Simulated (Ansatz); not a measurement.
Planning a run of Ansatz 0.2.0 on ZrBrN (R-3m). The input:

```yaml
crystal:
  lattice:
    - [1.8270610019, 1.0548541612, 10.1508053798]
    - [-1.8270610019, 1.0548541612, 10.1508053798]
    - [0.0, -4.219416645, 20.3016107596]
  atoms:
    - { symbol: Zr, position: [0.87597057, 0.87597057, 0.437985285] }
    - { symbol: Zr, position: [0.12402943, 0.12402943, 0.062014715] }
    - { symbol: Br, position: [0.60762986, 0.60762986, 0.30381493] }
    - { symbol: Br, position: [0.39237014, 0.39237014, 0.19618507] }
    - { symbol: "N", position: [0.80494645, 0.80494645, 0.402473225] }
    - { symbol: "N", position: [0.19505355, 0.19505355, 0.097526775] }
    - { symbol: Zr, position: [0.87597057, 0.87597057, 0.937985285] }
    - { symbol: Zr, position: [0.12402943, 0.12402943, 0.562014715] }
    - { symbol: Br, position: [0.60762986, 0.60762986, 0.80381493] }
    - { symbol: Br, position: [0.39237014, 0.39237014, 0.69618507] }
    - { symbol: "N", position: [0.80494645, 0.80494645, 0.902473225] }
    - { symbol: "N", position: [0.19505355, 0.19505355, 0.597526775] }
kpoints:
  mp_grid: { grid: [4, 4, 2] }
hamiltonian:
  xc: pbesol
scf:
  occupations: { method: fixed }
gw:
  n_empty_bands: 246
  ecut_chi: 60.0
  qp_bands: [v1, c1]
  qp_kpoints: band_edges
  screening: { model: contour_deformation }
```

```sh
ansatz run input.yaml --threads 8 --pin off --max-ram 36864MiB --backend cpu --events-out ev --progress --plain --runs-dir out
```

Estimate wall time and host memory on 8 threads of Arm Neoverse V1, shared host.

It took 4.5 min; on shared hardware allow 2.2 min to 8.9 min. Peak host memory was 2.5 GiB. The sizes that set the cost: 4571 plane waves a state, 14 irreducible k points, 294 bands summed, 243 plane waves in the screening and 8 SCF cycles.

The screening grows as filled bands × empty bands × pairs of k points, times the square of the screening basis for the matrix.

[Paths, hosts, dates, memory and timing lines, banners, echoed tables and standing remarks are left out of the program output.]

[Logs are printed without paths, hosts, clocks, repeated set-up lines and the standing remarks that a program may print on its own settings, such as how far it seeks lower states.]

[Runs of the session that timed out or met a known fault of the program may be left out.]

[Cells called generated may have been cut or substituted from an entry of the Crystallography Open Database or the Materials Project.]

[Hosts, paths, dates, database ids (printed as entryN), source tags and the programs' standing remarks are cut or masked in the printed files.]
